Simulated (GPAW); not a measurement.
Consider HfO2 (P2_1/c).

```xyz
12
Lattice="5.1180 0.0000 0.0000 0.0000 5.1857 0.0000 -0.8587 0.0000 5.2139" Properties=species:S:1:pos:R:3 pbc="T T T"
Hf    0.8021    2.3870    3.6914
Hf    3.0279    4.9798    4.1294
Hf    3.4573    2.7987    1.5224
Hf    1.2314    0.2059    1.0845
O    -0.3473    0.8733    4.4146
O     4.1773    3.4661    3.4062
O     4.6066    4.3124    0.7993
O     0.0821    1.7196    1.8076
O     1.4549    3.8473    5.1101
O     2.3751    1.2544    2.7107
O     2.8045    1.3384    0.1038
O     1.8842    3.9313    2.5032
```

Absorber: atom 9, with 1 Hf at 2.14 Å, 1 Hf at 2.17 Å, 1 Hf at 2.23 Å and 1 Hf at 2.25 Å (distorted tetrahedral, site symmetry 1). Method: GPAW, PBE, full core hole (charged cell), 12-atom cell with 5.1 Å between holes, 4×4×4 k points, dipole transitions, Gaussian full width 0.9 eV up to 4 eV, rising linearly to 3.5 eV at 25 eV, without spin-orbit coupling.

Question: What does the O K edge look like?

Main maxima up to 24 eV above the zero (height): 1.5 eV (1.34), 4.8 eV (1.92), 9.1 eV (1.21) and 17.1 eV (0.76). A K edge sees empty p states; the first features are O p mixed into the empty d states of the Hf neighbours, and the broad ones above probably into the cations' higher empty bands. The total-energy difference plus the lowest empty eigenvalue puts the zero at 540.28 eV. One term is added: -8.91 eV, since the hole is spin-paired here and a spin-polarised one costs that much less in the free atom (computed apart). The photon energy is then 531.37 eV. The functional and the charged cell's background leave an error of a few eV in such absolute values.

The O K spectrum (energy from the lowest empty level; intensity scaled to a mean of 1 over the first 20 eV; polarised curves are means over the symmetry-equivalent atoms):

| E (eV) | isotropic | ε ∥ x | ε ∥ y | ε ∥ z |
| --- | --- | --- | --- | --- |
| -2.0 | 0.00 | 0.00 | 0.00 | 0.00 |
| -1.5 | 0.00 | 0.00 | 0.00 | 0.00 |
| -1.0 | 0.00 | 0.00 | 0.00 | 0.00 |
| -0.5 | 0.04 | 0.06 | 0.06 | 0.01 |
| 0.0 | 0.34 | 0.47 | 0.42 | 0.13 |
| 0.5 | 0.89 | 1.34 | 0.84 | 0.48 |
| 1.0 | 1.22 | 1.93 | 0.81 | 0.92 |
| 1.5 | 1.34 | 2.05 | 0.93 | 1.05 |
| 2.0 | 1.25 | 1.55 | 1.24 | 0.95 |
| 2.5 | 1.15 | 1.06 | 1.24 | 1.15 |
| 3.0 | 1.31 | 1.31 | 1.06 | 1.58 |
| 3.5 | 1.62 | 1.65 | 1.32 | 1.90 |
| 4.0 | 1.83 | 1.58 | 1.80 | 2.10 |
| 4.5 | 1.90 | 1.33 | 2.12 | 2.24 |
| 5.0 | 1.91 | 1.04 | 2.43 | 2.26 |
| 5.5 | 1.72 | 0.83 | 2.31 | 2.03 |
| 6.0 | 1.41 | 0.78 | 1.78 | 1.66 |
| 6.5 | 1.06 | 0.72 | 1.25 | 1.20 |
| 7.0 | 0.80 | 0.64 | 0.92 | 0.85 |
| 7.5 | 0.79 | 0.66 | 0.89 | 0.82 |
| 8.0 | 0.92 | 0.75 | 1.00 | 1.02 |
| 8.5 | 1.10 | 0.92 | 1.13 | 1.26 |
| 9.0 | 1.21 | 1.14 | 1.17 | 1.32 |
| 9.5 | 1.14 | 1.27 | 1.06 | 1.09 |
| 10.0 | 0.98 | 1.24 | 0.89 | 0.81 |
| 10.5 | 0.87 | 1.16 | 0.78 | 0.67 |
| 11.0 | 0.85 | 1.12 | 0.77 | 0.66 |
| 11.5 | 0.86 | 1.10 | 0.79 | 0.69 |
| 12.0 | 0.82 | 1.02 | 0.76 | 0.68 |
| 12.5 | 0.74 | 0.89 | 0.69 | 0.64 |
| 13.0 | 0.67 | 0.78 | 0.62 | 0.61 |
| 13.5 | 0.64 | 0.70 | 0.60 | 0.61 |
| 14.0 | 0.65 | 0.66 | 0.63 | 0.65 |
| 14.5 | 0.67 | 0.64 | 0.68 | 0.69 |
| 15.0 | 0.70 | 0.63 | 0.74 | 0.73 |
| 15.5 | 0.72 | 0.62 | 0.78 | 0.75 |
| 16.0 | 0.74 | 0.61 | 0.83 | 0.76 |
| 16.5 | 0.75 | 0.60 | 0.88 | 0.76 |
| 17.0 | 0.76 | 0.61 | 0.90 | 0.76 |
| 17.5 | 0.75 | 0.62 | 0.87 | 0.77 |
| 18.0 | 0.73 | 0.63 | 0.80 | 0.76 |
| 18.5 | 0.69 | 0.64 | 0.69 | 0.74 |
| 19.0 | 0.64 | 0.64 | 0.58 | 0.70 |
| 19.5 | 0.60 | 0.63 | 0.50 | 0.66 |
| 20.0 | 0.57 | 0.63 | 0.44 | 0.64 |
| 20.5 | 0.56 | 0.63 | 0.42 | 0.63 |
| 21.0 | 0.56 | 0.64 | 0.42 | 0.64 |
| 21.5 | 0.57 | 0.64 | 0.43 | 0.65 |
| 22.0 | 0.58 | 0.65 | 0.45 | 0.66 |
| 22.5 | 0.59 | 0.65 | 0.48 | 0.65 |
| 23.0 | 0.60 | 0.66 | 0.51 | 0.62 |
| 23.5 | 0.60 | 0.67 | 0.54 | 0.59 |
| 24.0 | 0.60 | 0.69 | 0.57 | 0.55 |
| 24.5 | 0.61 | 0.71 | 0.59 | 0.52 |
| 25.0 | 0.62 | 0.74 | 0.61 | 0.50 |
| 25.5 | 0.63 | 0.77 | 0.63 | 0.48 |
| 26.0 | 0.64 | 0.80 | 0.65 | 0.47 |
| 26.5 | 0.65 | 0.82 | 0.66 | 0.47 |
| 27.0 | 0.66 | 0.84 | 0.67 | 0.46 |
| 27.5 | 0.66 | 0.84 | 0.68 | 0.47 |
| 28.0 | 0.66 | 0.84 | 0.68 | 0.48 |
| 28.5 | 0.66 | 0.82 | 0.67 | 0.50 |
| 29.0 | 0.67 | 0.81 | 0.66 | 0.52 |
| 29.5 | 0.67 | 0.80 | 0.67 | 0.56 |
| 30.0 | 0.69 | 0.79 | 0.68 | 0.60 |
| 30.5 | 0.72 | 0.79 | 0.72 | 0.65 |
| 31.0 | 0.75 | 0.79 | 0.76 | 0.71 |
| 31.5 | 0.80 | 0.80 | 0.82 | 0.77 |
| 32.0 | 0.85 | 0.81 | 0.89 | 0.86 |

The crystal has 2 inequivalent O sites and not all are shown here, while a measurement adds them all. The holes are only 5.1 Å apart, so the shape is probably not converged with cell size; no larger cell was run here. The mesh is coarse (0.31 Å⁻¹ between points), so small maxima may be mesh ripples. The structure is a published determination, not relaxed.

[Banner, clock and machine lines of the logs are left out without a mark of their own.]

[Logs are printed without paths, hosts, clocks, repeated set-up lines and the standing remarks that a program may print on its own settings, such as how far it seeks lower states.]

[Hosts, paths, dates, database ids (printed as entryN), source tags and the programs' standing remarks are cut or masked in the printed files.]

[Lists of maxima count a maximum above −3 eV only where it reaches 4 % of the highest in the window and stands out from its surroundings by 2 % of it (1.5 % where it reaches 55 %); shoulders and weaker maxima are passed over, and of the rest the first, up to two pre-edge ones and the few strongest are named.]
